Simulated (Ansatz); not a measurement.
# What SrPbSe3 (model cell, started as cubic perovskite with Pb in the octahedra) distorts into

Which phase does SrPbSe3 (model cell, started as cubic perovskite with Pb in the octahedra) fall into along its unstable mode, and how much energy does it gain?

Main program and level: Ansatz 0.2.0; DFT PBE, scalar-relativistic, plane waves, PAW; PAW set soft_1.

This is a report of a sequence of runs, with most program output left out.

The structure was built from a prototype and need not be the compound's stable phase.

### 1. Starting point

The structure is cubic, space group Pm-3m (No. 221). The conventional cell has a = 5.458 Å, b = 5.458 Å, c = 5.458 Å, α = 90.00°, β = 90.00°, γ = 90.00°. Nearest to Sr lie 12 Se at 3.86 Å. Nearest to Pb lie 6 Se at 2.73 Å. Se has 2 Pb at 2.73 Å and 4 Sr at 3.86 Å nearest. Farther neighbours and most contacts between anions are not listed.

### 2. Phonons on a q mesh

The cell comes from relaxations at this level that are not shown. Stability and thermal properties need the whole zone. Linear response on a 2×2×2 q mesh gives force constants as far as a supercell of that size would.

The input, input.yaml:

```yaml
crystal:
  lattice:
    - [5.4577123742, 0.0, 0.0]
    - [0.0, 5.4577123742, 0.0]
    - [0.0, 0.0, 5.4577123742]
  atoms:
    - { symbol: Sr, position: [0.0, 0.0, 0.0] }
    - { symbol: Pb, position: [0.5, 0.5, 0.5] }
    - { symbol: Se, position: [0.5, 0.5, 0.0] }
    - { symbol: Se, position: [0.5, 0.0, 0.5] }
    - { symbol: Se, position: [0.0, 0.5, 0.5] }
kpoints:
  mp_grid: { grid: [8, 8, 8] }
hamiltonian:
  xc: pbe
  pseudopotentials: { kind: paw, azcp: { folder: soft_1 } }
scf:
  occupations: { method: methfessel_paxton, width: 0.2 }
output:
  eigenvalues: true
phonons:
  method: dfpt
  qmesh: [2, 2, 2]
  temperatures: { t_max: 1000, t_step: 50 }
  qpath:
    path:
      - [[0.0, 0.0, 0.0], [0.0, 0.5, 0.0], [0.5, 0.5, 0.0], [0.0, 0.0, 0.0], [0.5, 0.5, 0.5], [0.0, 0.5, 0.0]]
      - [[0.5, 0.5, 0.5], [0.5, 0.5, 0.0]]
    npoints: 10
```

Started as:

```sh
ansatz run input.yaml --threads 4 --pin off --max-ram 16384MiB --backend cpu --events-out ev --progress --plain --runs-dir out
```

The job ended after 11 min (4 threads of Arm Neoverse V1, shared host; peak memory 2.3 GiB).

Numbers from this step:

```yaml
volume_per_atom: 32.51 Å³
gap_on_the_k_mesh: 0 eV
sum_rule_residual_before_enforcement: 6.90e-5 eV/Å²
lowest_frequency_on_the_path: -90.14 cm⁻¹
point_group: m-3m
highest_frequency_on_the_path_or_at_a_solved_wavevector: 197.8 cm⁻¹
highest_optical_mode_at_the_zone_centre_no_lo_to_term: 193.2 cm⁻¹
lowest_optical_zone_centre_mode: -81.13 cm⁻¹
lowest_mode_on_the_q_mesh_acoustic_modes_at_gamma_apart: -90.14 cm⁻¹
```

Frequencies (cm⁻¹) solved at each irreducible wavevector; negative means imaginary. Frequencies by wavevector, by row:

```
q in reciprocal lattice units  star  mode 1  mode 2  mode 3  mode 4  mode 13  mode 14  mode 15
                        0 0 0     1   -81.1   -81.1   -81.1   -63.4    193.2    193.2    193.2
                     0 0 -0.5     3     -78     -78   -73.8   -65.8    175.3    195.4    195.4
                  0 -0.5 -0.5     3   -90.1   -90.1   -76.6     -65    164.6    179.7    197.8
               -0.5 -0.5 -0.5     1   -80.2   -80.2   -80.2   -79.6    163.3    163.3    197.5
```

Interpolated from a 2×2×2 q mesh. The phonon branches at the labelled points (cm⁻¹):

```
    point  branch 1  branch 2  branch 3  branch 4  branch 12  branch 13  branch 14  branch 15
        Γ       -81       -81       -81       -63          0        193        193        193
  halfway       -79       -79       -74       -69         74        186        194        194
        X       -78       -78       -74       -66        112        175        195        195
  halfway       -84       -79       -78       -73        112        172        188        197
        M       -90       -90       -77       -65        113        165        180        198
  halfway       -84       -75       -74       -71         76        183        189        195
        Γ       -81       -81       -81       -63          0        193        193        193
  halfway       -81       -81       -76       -70         80        183        183        195
        R       -80       -80       -80       -80        115        163        163        198
  halfway       -82       -80       -76       -76        113        170        183        196
        X       -78       -78       -74       -66        112        175        195        195
jump to R       -80       -80       -80       -80        115        163        163        198
  halfway       -85       -85       -78       -74        114        164        175        197
        M       -90       -90       -77       -65        113        165        180        198
```

Symmetry leaves 4 wavevectors to solve. The lowest mode among them, the acoustic zeros apart, lies at q = (0, -0.5, -0.5) and is imaginary, 90.1i cm⁻¹, so the energy falls along it.

### 3. The mode frozen in, largest atomic shift 0 Å

The mode followed lies at Γ with frequency 81.1i cm⁻¹ and is 3-fold degenerate, one of the unstable modes though not the softest. At small amplitude the distorted cell has space group no. 99 by a symmetry search on the positions. The undistorted cell that holds it gives the zero of energy on the same k mesh.

input.yaml, the sections that differ from step 2:

```yaml
output:
  forces: true
  stress: true
  eigenvalues: true
# crystal, kpoints, hamiltonian, scf: as in step 2
# phonons: removed
```

It took 5.5 s on 4 threads; peak memory 0.58 GiB.

This step gave:

```
pressure                         : -0.002315 GPa
energy from the undistorted cell : 0 meV/atom
```

The run ends at a pressure of 0.00 GPa.

### 4. The mode frozen in, largest atomic shift 0.6 Å

The atoms are moved along the unstable eigenvector, the largest shift by 0.6 Å, with the cell fixed.

input.yaml, the sections that differ from step 3:

```yaml
crystal:
  lattice:
    - [5.4577123742, 0.0, 0.0]
    - [0.0, 5.4577123742, 0.0]
    - [0.0, 0.0, 5.4577123742]
  atoms:
    - { symbol: Sr, position: [0.0, -0.1099361708, 0.0] }
    - { symbol: Pb, position: [0.5, 0.4786291371, 0.5] }
    - { symbol: Se, position: [0.5, 0.5887876563, 0.0] }
    - { symbol: Se, position: [0.5, 0.0004729593, 0.5] }
    - { symbol: Se, position: [0.0, 0.5887876563, 0.5] }
# kpoints, hamiltonian, scf, output: as in step 3
```

The job ended after 19 s (4 threads; peak memory 0.68 GiB).

This step gave:

```
pressure                         : 1.634 GPa
energy from the undistorted cell : -95.56 meV/atom
```

The energy, extrapolated to zero smearing, is -95.56 meV/atom against the undistorted cell.

The run ends at a pressure of 1.63 GPa, with forces up to 0.21 eV/Å.

### 5. Energy along the mode, all amplitudes (two of the runs are shown above)

An imaginary frequency means negative curvature, so the energy should fall and then rise again as anharmonic terms take over.

Numbers from this step:

```
depth at the lowest point sampled  : 95.56 meV/atom
largest atomic shift at that point : 0.6 Å
```

Energy from the parent against largest atomic shift:

```
largest atomic shift (Å)  energy from the parent (meV/atom)
                   0.000                                  0
                   0.040                             -0.773
                   0.080                              -3.07
                   0.140                              -9.21
                   0.220                              -21.7
                   0.320                              -41.9
                   0.450                              -70.1
                   0.600                              -95.6
```

Displacement at unit largest shift by atom:

```
atom  x (Å)  y (Å)  z (Å)  size
 Sr1   0.00  -1.00   0.00  1.00
 Pb2   0.00  -0.19   0.00  0.19
 Se3   0.00   0.81   0.00  0.81
 Se4   0.00   0.00   0.00  0.00
 Se5   0.00   0.81   0.00  0.81
```

The lowest of the steps tried is the last one, at 0.6 Å, 95.6 meV/atom below the parent; the bottom of the well need not coincide with a step.

### 6. Relaxation from the frozen mode

Starting from the lowest point found, all atoms and the cell are let go, so that strain and other modes of the same symmetry can join in.

input.yaml: that of step 4 with these lines changed.

```diff
@@ -22 +22,10 @@
   eigenvalues: true
+  write_density: true
+  write_potential: true
+  elf: true
+  volumetric_format: npy
+relax:
+  adjacent_minimum: "off"
+  f_tol: 0.002
+  max_steps: 120
+  cell: { stress_tol: 0.03 }
```

Wall time 6.1 min (4 threads); peak memory 0.76 GiB; 24 min of CPU time.

Relaxation path:

```
step  energy less that of the first step (eV)  largest force component (eV/Å)  pressure (GPa)  volume (Å³)
   1                                   0.0000                          0.2086            1.63       162.57
   2                                  -0.1758                          0.3652           -0.05       171.17
   3                                  -0.2681                          0.3892            0.01       172.85
   4                                  -0.3467                          0.2946           -0.01       171.65
   5                                  -0.4810                          0.3952            0.17       168.61
   6                                  -0.4746                          0.4454            1.21       165.49
   7                                  -0.5136                          0.0592            0.07       169.17
   8                                  -0.5192                          0.0227           -0.07       169.92
   9                                  -0.5195                          0.0208            0.00       169.90
  10                                  -0.5196                          0.0066            0.00       169.70
  11                                  -0.5196                          0.0003            0.00       169.66
 12*                                  -0.5392                          0.0057            0.20       169.66
  13                                  -0.5444                          0.0120            0.05       170.89
  14                                  -0.5450                          0.0096            0.01       171.28
  15                                  -0.5450                          0.0188           -0.01       171.35
  16                                  -0.5450                          0.0005            0.00       171.28
 17*                                  -0.5451                          0.0004            0.00       171.28
```

Relaxation steps marked * repeat the geometry before them on a plane-wave basis chosen anew for their cell, so energy and pressure can jump there. Relaxation steps 6, 15 were tried and not accepted.

Forces are held to the 8 operations that the run works with; a distortion that breaks them can't arise in this run.

```
     cell as run  before  after   change
           a (Å)   5.458  5.030   -7.8 %
           b (Å)   5.458  6.769  +24.0 %
           c (Å)   5.458  5.030   -7.8 %
volume (Å³/atom)   32.51  34.26   +5.4 %
```

The atoms that moved most (Å, as changes of fractional coordinates times the final cell):

```
atom     dx      dy     dz  length
 Pb2  0.000  -0.383  0.000   0.383
 Se4  0.000   0.197  0.000   0.197
 Se3  0.000   0.103  0.000   0.103
 Se5  0.000   0.103  0.000   0.103
 Sr1  0.000  -0.019  0.000   0.019
```

The relaxed structure:

```cif
data_structure
_symmetry_space_group_name_H-M 'P 1'
_symmetry_Int_Tables_number 1
_cell_length_a 5.0303
_cell_length_b 6.7688
_cell_length_c 5.0303
_cell_angle_alpha 90.000
_cell_angle_beta 90.000
_cell_angle_gamma 90.000
_cell_volume 171.28
loop_
_atom_site_label
_atom_site_type_symbol
_atom_site_fract_x
_atom_site_fract_y
_atom_site_fract_z
_atom_site_occupancy
Sr1 Sr 0.00000 0.88723 0.00000 1
Pb2 Pb 0.50000 0.42198 0.50000 1
Se3 Se 0.50000 0.60396 0.00000 1
Se4 Se 0.50000 0.02961 0.50000 1
Se5 Se 0.00000 0.60396 0.50000 1
```

This step gave:

```
pressure        : 2.24e-4 GPa
volume per atom : 34.26 Å³
```

Valence density in the bc plane at fractional x = 0.500, with atoms of Pb and Se within 0.2 Å of it. It is the smooth field of the valence electrons, not physical close to the nuclei.

Values in e/Å³, 8 rows by 16 columns, each cell a mean:
```
 0  0  0  0  0  0  0  0  2 12  9  1  0  0  0  0
 0  0  0  0  0  0  0  0  0  1  0  0  0  0  0  0
 1  1  0  0  0  1  1  1  1  0  0  0  0  0  0  1
30 13  1  0  1  3  6  6  3  1  0  0  0  0  1  4
14  7  1  0  1  2  5  5  2  0  0  0  0  0  0  2
 1  0  0  0  0  0  1  1  0  0  0  0  0  0  0  0
 0  0  0  0  0  0  0  0  1  1  1  0  0  0  0  0
 0  0  0  0  0  0  0  0  3 25 19  2  0  0  0  0
```
Columns run along b (6.8 Å), rows up along c (5.0 Å). Atoms in or near the plane, at fractional coordinates: Pb at (0.42, 0.50), Se at (0.60, 0.00), Se at (0.03, 0.50).

Electrostatic potential energy in the bc plane at fractional x = 0.500, with atoms of Pb and Se within 0.2 Å of it. With pseudopotentials it is smooth inside the atoms' cores, unlike the true potential.

Ten even steps from '_' (-34 eV) to '@' (10 eV), each cell a mean:
```
@@@@@@@@@@@@@@@@%%++**@@%%++##@@@@@@@@
@@@@@@@@@@@@@@@@@@##++++++++%%@@@@@@@@
@@@@@@@@@@@@@@@@%%%%##**##%%@@@@@@@@@@
%%%%@@@@@@@@%%######%%%%@@@@@@@@@@@@@@
++++##%%@@%%++::..--**%%@@@@@@@@@@%%**
####++##%%**..______--##@@@@@@@@@@**++
@@@@++**%%==____..__..**@@@@@@@@%%++##
@@%%++**%%++________..##@@@@@@@@%%++**
++++++%%%%##--______++%%@@@@@@@@@@##++
####%%@@@@%%##++==**##%%@@@@@@@@@@@@%%
@@@@@@@@@@@@@@%%%%%%%%%%%%@@@@@@@@@@@@
@@@@@@@@@@@@@@@@@@%%**++++##@@@@@@@@@@
@@@@@@@@@@@@@@@@%%**++##**++##@@@@@@@@
@@@@@@@@@@@@@@@@%%++%%@@@@++##@@@@@@@@
```
Columns run along b (6.8 Å; values clipped at the 3rd and 97th percentile), rows up along c (5.0 Å). Atoms in or near the plane, at fractional coordinates: Pb at (0.42, 0.50), Se at (0.60, 0.00), Se at (0.03, 0.50).

ELF in the bc plane at fractional x = 0.500, with atoms of Pb and Se within 0.2 Å of it. It is the smooth field of the valence electrons, not physical close to the nuclei.

Values, 8 rows by 16 columns, each cell a mean:
```
0.16 0.16 0.10 0.04 0.04 0.19 0.53 0.75 0.72 0.43 0.48 0.74 0.73 0.42 0.11 0.09
0.69 0.67 0.48 0.22 0.13 0.19 0.29 0.45 0.60 0.65 0.62 0.56 0.35 0.13 0.23 0.53
0.80 0.77 0.68 0.45 0.30 0.37 0.36 0.34 0.34 0.31 0.23 0.13 0.07 0.24 0.63 0.80
0.26 0.36 0.64 0.55 0.36 0.29 0.06 0.06 0.31 0.38 0.20 0.05 0.08 0.42 0.70 0.59
0.46 0.52 0.67 0.53 0.35 0.34 0.15 0.15 0.35 0.34 0.19 0.06 0.07 0.39 0.70 0.68
0.82 0.78 0.65 0.39 0.26 0.33 0.36 0.34 0.35 0.38 0.33 0.23 0.10 0.16 0.53 0.78
0.54 0.53 0.35 0.14 0.08 0.16 0.34 0.57 0.71 0.69 0.67 0.67 0.50 0.19 0.14 0.36
0.07 0.07 0.04 0.02 0.04 0.22 0.59 0.77 0.67 0.27 0.34 0.73 0.77 0.50 0.13 0.05
```
Columns run along b (6.8 Å), rows up along c (5.0 Å). Atoms in or near the plane, at fractional coordinates: Pb at (0.42, 0.50), Se at (0.60, 0.00), Se at (0.03, 0.50).

The distorted start has space group P4mm; the relaxation ends in P4mm.

[end of part 1 of 2]

[Logs are printed without paths, hosts, clocks, repeated set-up lines and the standing remarks that a program may print on its own settings, such as how far it seeks lower states.]

[Hosts, paths, dates, database ids (printed as entryN), source tags and the programs' standing remarks are cut or masked in the printed files.]
